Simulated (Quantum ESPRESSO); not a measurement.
## FeClO: parallel and opposed starts

Wanted: the moments of FeClO and the energy of each order that was tried.

Calculated with Quantum ESPRESSO 7.5; PBEsol; plane waves with GBRV 1.5 PBEsol potentials, no spin-orbit coupling.

### Step 1. Starting point

It takes space group Pmmn (No. 59, orthorhombic). The conventional cell has a = 3.302 Å, b = 3.780 Å, c = 7.917 Å, α = 90.00°, β = 90.00°, γ = 90.00°. Fe has 4 O at 1.96 to 2.10 Å and 2 Cl at 2.37 Å nearest. Nearest to Cl lie 2 Fe at 2.37 Å. Nearest to O lie 4 Fe at 1.96 to 2.10 Å. Farther neighbours and most contacts between anions are not listed.

The cell comes from the Crystallography Open Database.

### Step 2. Run 1 (ferro ++)

The signs are those of the starting moments on the seeded atoms, the atoms that are given a moment.

File pw.in:

```
&CONTROL
  calculation = 'scf'
  prefix = 'pwscf'
  outdir = './tmp'
  pseudo_dir = './pseudo'
  disk_io = 'nowf'
/
&SYSTEM
  ibrav = 0
  nat = 6
  ntyp = 3
  ecutwfc = 40
  ecutrho = 280
  nbnd = 43
  occupations = 'smearing'
  smearing = 'fd'
  degauss = 0.00367493
  nspin = 2
  starting_magnetization(1) = 0.25
  starting_magnetization(2) = 0
  starting_magnetization(3) = 0
/
&ELECTRONS
  conv_thr = 1.2d-08
  electron_maxstep = 150
  mixing_beta = 0.3
/
ATOMIC_SPECIES
Fe     55.8450 fe_pbesol_v1.5.uspp.F.UPF
Cl     35.4500 cl_pbesol_v1.4.uspp.F.UPF
O      15.9990 o_pbesol_v1.2.uspp.F.UPF
CELL_PARAMETERS angstrom
   3.3020000000    0.0000000000    0.0000000000
   0.0000000000    3.7800000000    0.0000000000
   0.0000000000    0.0000000000    7.9170000000
ATOMIC_POSITIONS crystal
Fe      0.5000000000    0.0000000000    0.1156800000
Fe      0.0000000000    0.5000000000    0.8843200000
Cl      0.0000000000    0.0000000000    0.3300300000
Cl      0.5000000000    0.5000000000    0.6699700000
O       0.0000000000    0.0000000000    0.9516800000
O       0.5000000000    0.5000000000    0.0483200000
K_POINTS automatic
6 6 6 0 0 0
```

On the command line:

```bash
$ OMP_NUM_THREADS=1 mpirun -n 4 pw.x -nk 4 -in pw.in > pw.out
```

Log:

```text
Program PWSCF v.7.5 starts

     Message from routine setup:
     using ibrav=0 with symmetry is DISCOURAGED, use correct ibrav instead

     K-points division:     npool     =       4
     Subspace diagonalization in iterative solution of the eigenvalue problem:

     G-vector sticks info
     --------------------
     sticks:   dense  smooth     PW     G-vecs:    dense   smooth      PW
     Sum         995     569    171                52785    22817    3875

     Using Slab Decomposition

     bravais-lattice index     =            0
     lattice parameter (alat)  =       6.2399  a.u.
     unit-cell volume          =     666.8469 (a.u.)^3
     number of atoms/cell      =            6
     number of atomic types    =            3
     number of electrons       =        58.00
     number of Kohn-Sham states=           43
     kinetic-energy cutoff     =      40.0000  Ry
     charge density cutoff     =     280.0000  Ry
     scf convergence threshold =      1.2E-08
     mixing beta               =       0.3000
     number of iterations used =            8  plain     mixing
     Exchange-correlation= SLA  PW   PSX  PSC
                           (   1   4  10   8   0   0   0)

     celldm(1)=   6.239876  celldm(2)=   0.000000  celldm(3)=   0.000000
     celldm(4)=   0.000000  celldm(5)=   0.000000  celldm(6)=   0.000000

     crystal axes: (cart. coord. in units of alat)
               a(1) = (   1.000000   0.000000   0.000000 )
               a(2) = (   0.000000   1.144761   0.000000 )
               a(3) = (   0.000000   0.000000   2.397638 )

     reciprocal axes: (cart. coord. in units 2 pi/alat)
               b(1) = (  1.000000  0.000000  0.000000 )
               b(2) = (  0.000000  0.873545  0.000000 )
               b(3) = (  0.000000  0.000000  0.417077 )

     PseudoPot. # 1 for Fe read from file:
     fe_pbesol_v1.5.uspp.F.UPF
     Pseudo is Ultrasoft + core correction, Zval = 16.0
     Generated by new atomic code, or converted to UPF format
     Using radial grid of  861 points,  6 beta functions with:
                l(1) =   0
                l(2) =   0
                l(3) =   1
                l(4) =   1
                l(5) =   2
                l(6) =   2
     Q(r) pseudized with  8 coefficients,  rinner =    1.000   1.000   1.000
                                                       1.000   1.000

     PseudoPot. # 2 for Cl read from file:
     cl_pbesol_v1.4.uspp.F.UPF
     Pseudo is Ultrasoft + core correction, Zval =  7.0
     Generated by new atomic code, or converted to UPF format
     Using radial grid of  909 points,  6 beta functions with:
                l(1) =   0
                l(2) =   0
                l(3) =   1
                l(4) =   1
                l(5) =   2
                l(6) =   2
     Q(r) pseudized with  8 coefficients,  rinner =    1.300   1.300   1.300
                                                       1.300   1.300

     PseudoPot. # 3 for O  read from file:
     o_pbesol_v1.2.uspp.F.UPF
     Pseudo is Ultrasoft + core correction, Zval =  6.0
     Generated by new atomic code, or converted to UPF format
     Using radial grid of  737 points,  5 beta functions with:
                l(1) =   0
                l(2) =   0
                l(3) =   1
                l(4) =   1
                l(5) =   2
     Q(r) pseudized with  8 coefficients,  rinner =    0.900   0.900   0.900
                                                       0.900   0.900

     atomic species   valence    mass     pseudopotential
     Fe               16.00    55.84500     Fe( 1.00)
     Cl                7.00    35.45000     Cl( 1.00)
     O                 6.00    15.99900     O ( 1.00)

     Starting magnetic structure
     atomic species   magnetization
     Fe              0.250
     Cl              0.000
     O               0.000

      8 Sym. Ops., with inversion, found ( 4 have fractional translation)

   Cartesian axes

     site n.     atom                  positions (alat units)
         1        Fe     tau(   1) = (   0.5000000   0.0000000   0.2773587  )
         2        Fe     tau(   2) = (   0.0000000   0.5723804   2.1202791  )
         3        Cl     tau(   3) = (   0.0000000   0.0000000   0.7912924  )
         4        Cl     tau(   4) = (   0.5000000   0.5723804   1.6063454  )
         5        O      tau(   5) = (   0.0000000   0.0000000   2.2817839  )
         6        O      tau(   6) = (   0.5000000   0.5723804   0.1158539  )

     number of k points=    64  Fermi-Dirac smearing, width (Ry)=  0.0037
                       cart. coord. in units 2pi/alat
        k(    1) = (   0.0000000   0.0000000   0.0000000), wk =   0.0046296
        k(    2) = (   0.0000000   0.0000000   0.0695129), wk =   0.0092593
        k(    3) = (   0.0000000   0.0000000   0.1390257), wk =   0.0092593
        k(    4) = (   0.0000000   0.0000000  -0.2085386), wk =   0.0046296
        k(    5) = (   0.0000000   0.1455908   0.0000000), wk =   0.0092593
        [... 59 further k-points ...]

     Dense  grid:    52785 G-vectors     FFT dimensions: (  36,  40,  80)

     Smooth grid:    22817 G-vectors     FFT dimensions: (  30,  30,  64)

     Check: negative core charge=   -0.000025
     Generating pointlists ...
     new r_m :   0.2453 (alat units)  1.5308 (a.u.) for type    1
     new r_m :   0.2958 (alat units)  1.8456 (a.u.) for type    2
     new r_m :   0.2453 (alat units)  1.5308 (a.u.) for type    3

     Initial potential from superposition of free atoms

     starting charge      56.0000, renormalised to      58.0000

     negative rho (up, down):  1.551E-02 1.562E-02
     Starting wfcs are   42 randomized atomic wfcs +    1 random wfcs

     Self-consistent Calculation

     iteration #  1     ecut=    40.00 Ry     beta= 0.30
     Davidson diagonalization with overlap
     ethr =  1.00E-02,  avg # of iterations =  5.6

     negative rho (up, down):  1.521E-02 1.506E-02

     total energy              =    -631.06413223 Ry
     estimated scf accuracy    <       1.35163461 Ry

     total magnetization       =     9.65 Bohr mag/cell
     absolute magnetization    =     9.65 Bohr mag/cell

     iteration #  2     ecut=    40.00 Ry     beta= 0.30
     Davidson diagonalization with overlap
     ethr =  2.33E-03,  avg # of iterations =  2.6

     negative rho (up, down):  1.514E-02 1.490E-02

     total energy              =    -631.24179479 Ry
     estimated scf accuracy    <       0.77486135 Ry

     total magnetization       =     6.93 Bohr mag/cell
     absolute magnetization    =     6.93 Bohr mag/cell

     iteration #  3     ecut=    40.00 Ry     beta= 0.30
     Davidson diagonalization with overlap
     ethr =  1.34E-03,  avg # of iterations =  1.0

     negative rho (up, down):  1.509E-02 1.475E-02

     total energy              =    -631.36083802 Ry
     estimated scf accuracy    <       0.17266623 Ry

     total magnetization       =     9.36 Bohr mag/cell
     absolute magnetization    =     9.36 Bohr mag/cell

     [... further iterations left out ...]

     iteration # 13     ecut=    40.00 Ry     beta= 0.30
     Davidson diagonalization with overlap
     ethr =  5.30E-09,  avg # of iterations =  2.2

     negative rho (up, down):  1.499E-02 1.403E-02

     total energy              =    -631.38123391 Ry
     estimated scf accuracy    <       0.00000022 Ry

     total magnetization       =     9.32 Bohr mag/cell
     absolute magnetization    =     9.33 Bohr mag/cell

     iteration # 14     ecut=    40.00 Ry     beta= 0.30
     Davidson diagonalization with overlap
     ethr =  3.85E-10,  avg # of iterations =  4.0

     negative rho (up, down):  1.499E-02 1.402E-02

     total energy              =    -631.38123420 Ry
     estimated scf accuracy    <       0.00000026 Ry

     total magnetization       =     9.32 Bohr mag/cell
     absolute magnetization    =     9.32 Bohr mag/cell

     iteration # 15     ecut=    40.00 Ry     beta= 0.30
     Davidson diagonalization with overlap
     ethr =  3.85E-10,  avg # of iterations =  1.5

     negative rho (up, down):  1.499E-02 1.402E-02

     total energy              =    -631.38123424 Ry
     estimated scf accuracy    <       0.00000004 Ry

     total magnetization       =     9.32 Bohr mag/cell
     absolute magnetization    =     9.32 Bohr mag/cell

     iteration # 16     ecut=    40.00 Ry     beta= 0.30
     Davidson diagonalization with overlap
     ethr =  7.40E-11,  avg # of iterations =  2.0

     negative rho (up, down):  1.499E-02 1.402E-02

     Magnetic moment per site  (integrated on atomic sphere of radius R)
     atom   1 (R=0.245)  charge= 12.9768  magn=  3.5662
     atom   2 (R=0.245)  charge= 12.9768  magn=  3.5662
     atom   3 (R=0.296)  charge=  5.1242  magn=  0.2395
     atom   4 (R=0.296)  charge=  5.1242  magn=  0.2395
     atom   5 (R=0.245)  charge=  5.3768  magn=  0.3691
     atom   6 (R=0.245)  charge=  5.3768  magn=  0.3691

     End of self-consistent calculation

     Number of k-points >= 100: set verbosity='high' to print the bands.

     the Fermi energy is     6.1099 ev

!    total energy              =    -631.38123426 Ry
     estimated scf accuracy    <          6.6E-10 Ry
     smearing contrib. (-TS)   =      -0.00265244 Ry
     internal energy E=F+TS    =    -631.37858183 Ry

     The total energy is F=E-TS. E is the sum of the following terms:
     one-electron contribution =    -661.15279739 Ry
     hartree contribution      =     349.10720685 Ry
     xc contribution           =     -90.85264738 Ry
     ewald contribution        =    -228.48034391 Ry

     total magnetization       =     9.32 Bohr mag/cell
     absolute magnetization    =     9.33 Bohr mag/cell

     convergence has been achieved in  16 iterations

=------------------------------------------------------------------------------=
   JOB DONE.
=------------------------------------------------------------------------------=
```

The job ended after 70 s (4 MPI ranks of Intel Xeon Platinum 8488C (Sapphire Rapids), shared host; peak memory 0.82 GiB).

Spin moment in the atom's sphere by atom:

```csv
atom,spin moment in the atom's sphere (μB)
Fe1,3.57
Fe2,3.57
Cl3,0.24
Cl4,0.24
O5,0.37
O6,0.37
```

Read from the output:

```
smearing term TS       : 0.03609 eV
magnetization          : 9.319 μB
absolute magnetization : 9.325 μB
final state            : ferromagnetic
```

Spin density in the ac plane at fractional y = 0.000, with atoms of Fe and Cl and O within 0.2 Å of it.

Values in e/Å³, 24 rows by 14 columns, each cell a mean:
```
0.8 0.6 0.2 0.1 0.0 0.0 0.0 0.0 0.0 0.0 0.0 0.1 0.3 0.7
0.6 0.5 0.2 0.1 0.0 0.0 0.0 0.0 0.0 0.0 0.0 0.1 0.2 0.5
0.2 0.2 0.1 0.0 0.0 0.0 0.0 0.0 0.0 0.0 0.0 0.0 0.1 0.2
0.0 0.0 0.0 0.0 0.0 0.0 0.0 0.0 0.0 0.0 0.0 0.0 0.0 0.0
0.0 0.0 0.0 0.0 0.0 0.0 0.0 0.0 0.0 0.0 0.0 0.0 0.0 0.0
0.0 0.0 0.0 0.0 0.0 0.0 0.0 0.0 0.0 0.0 0.0 0.0 0.0 0.0
0.0 0.0 0.0 0.0 0.0 0.0 0.0 0.0 0.0 0.0 0.0 0.0 0.0 0.0
0.0 0.0 0.0 0.0 0.0 0.0 0.0 0.0 0.0 0.0 0.0 0.0 0.0 0.0
0.0 0.0 0.0 0.0 0.0 0.0 0.0 0.0 0.0 0.0 0.0 0.0 0.0 0.0
0.0 0.0 0.0 0.0 0.0 0.0 0.0 0.0 0.0 0.0 0.0 0.0 0.0 0.0
0.0 0.0 0.0 0.0 0.0 0.0 0.0 0.0 0.0 0.0 0.0 0.0 0.0 0.0
0.0 0.0 0.0 0.0 0.0 0.0 0.0 0.0 0.0 0.0 0.0 0.0 0.0 0.0
0.0 0.0 0.0 0.0 0.0 0.0 0.0 0.0 0.0 0.0 0.0 0.0 0.0 0.0
0.0 0.0 0.0 0.0 0.0 0.0 0.0 0.0 0.0 0.0 0.0 0.0 0.0 0.0
0.1 0.1 0.1 0.1 0.0 0.0 0.0 0.0 0.0 0.0 0.0 0.1 0.1 0.1
0.0 0.0 0.1 0.1 0.0 0.0 0.0 0.0 0.0 0.0 0.0 0.1 0.1 0.0
0.0 0.1 0.1 0.0 0.0 0.0 0.0 0.0 0.0 0.0 0.0 0.1 0.1 0.1
0.1 0.1 0.0 0.0 0.0 0.0 0.0 0.0 0.0 0.0 0.0 0.0 0.0 0.1
0.0 0.0 0.0 0.0 0.1 0.2 0.3 0.4 0.3 0.1 0.0 0.0 0.0 0.0
0.0 0.0 0.0 0.1 0.3 0.8 1.9 2.6 1.7 0.7 0.2 0.1 0.0 0.0
0.0 0.0 0.0 0.2 0.7 2.4 5.9 7.5 5.2 1.9 0.5 0.1 0.0 0.0
0.0 0.0 0.0 0.1 0.6 2.2 5.3 6.9 4.7 1.7 0.4 0.1 0.0 0.0
0.1 0.0 0.0 0.1 0.2 0.7 1.5 2.0 1.3 0.6 0.2 0.0 0.0 0.1
0.4 0.2 0.1 0.0 0.0 0.1 0.2 0.3 0.2 0.1 0.0 0.0 0.1 0.3
```
Columns run along a (3.3 Å), rows up along c (7.9 Å). Atoms in or near the plane, at fractional coordinates: Fe at (0.50, 0.12), Cl at (0.00, 0.33), O at (0.00, 0.95).

Valence density in the ac plane at fractional y = 0.000, with atoms of Fe and Cl and O within 0.2 Å of it. It is the smooth field of the valence electrons, not physical close to the nuclei.

Ten steps, logarithmic in the rise over the least value, from '0' (-1 e/Å³) to '9' (21 e/Å³), each cell a mean:
```
77643332333467
77543222233467
55433222223345
33332222222333
22222222222222
22222222222222
22222222222222
22222222222222
22222222222222
22222222222222
22222222222222
22222222222222
33332222222333
44433222223344
55443322233455
04543322234453
34543332334454
55443333333445
44333344433334
33334678754333
33335899974333
33335899974333
44334578754334
65543344433456
```
Columns run along a (3.3 Å), rows up along c (7.9 Å). Atoms in or near the plane, at fractional coordinates: Fe at (0.50, 0.12), Cl at (0.00, 0.33), O at (0.00, 0.95).

(Part 1 of 3 ends here.)

[Logs and program files are shortened in this print: banners, set-up blocks, solver, clock and traceback lines can be left out without a mark of their own.]

[Logs are printed without paths, hosts, clocks, repeated set-up lines and the standing remarks that a program may print on its own settings, such as how far it seeks lower states.]

[Hosts, paths, dates, database ids (printed as entryN), source tags and the programs' standing remarks are cut or masked in the printed files.]

[Where a cell is said to come from a database of computed structures, the database is the Materials Project.]
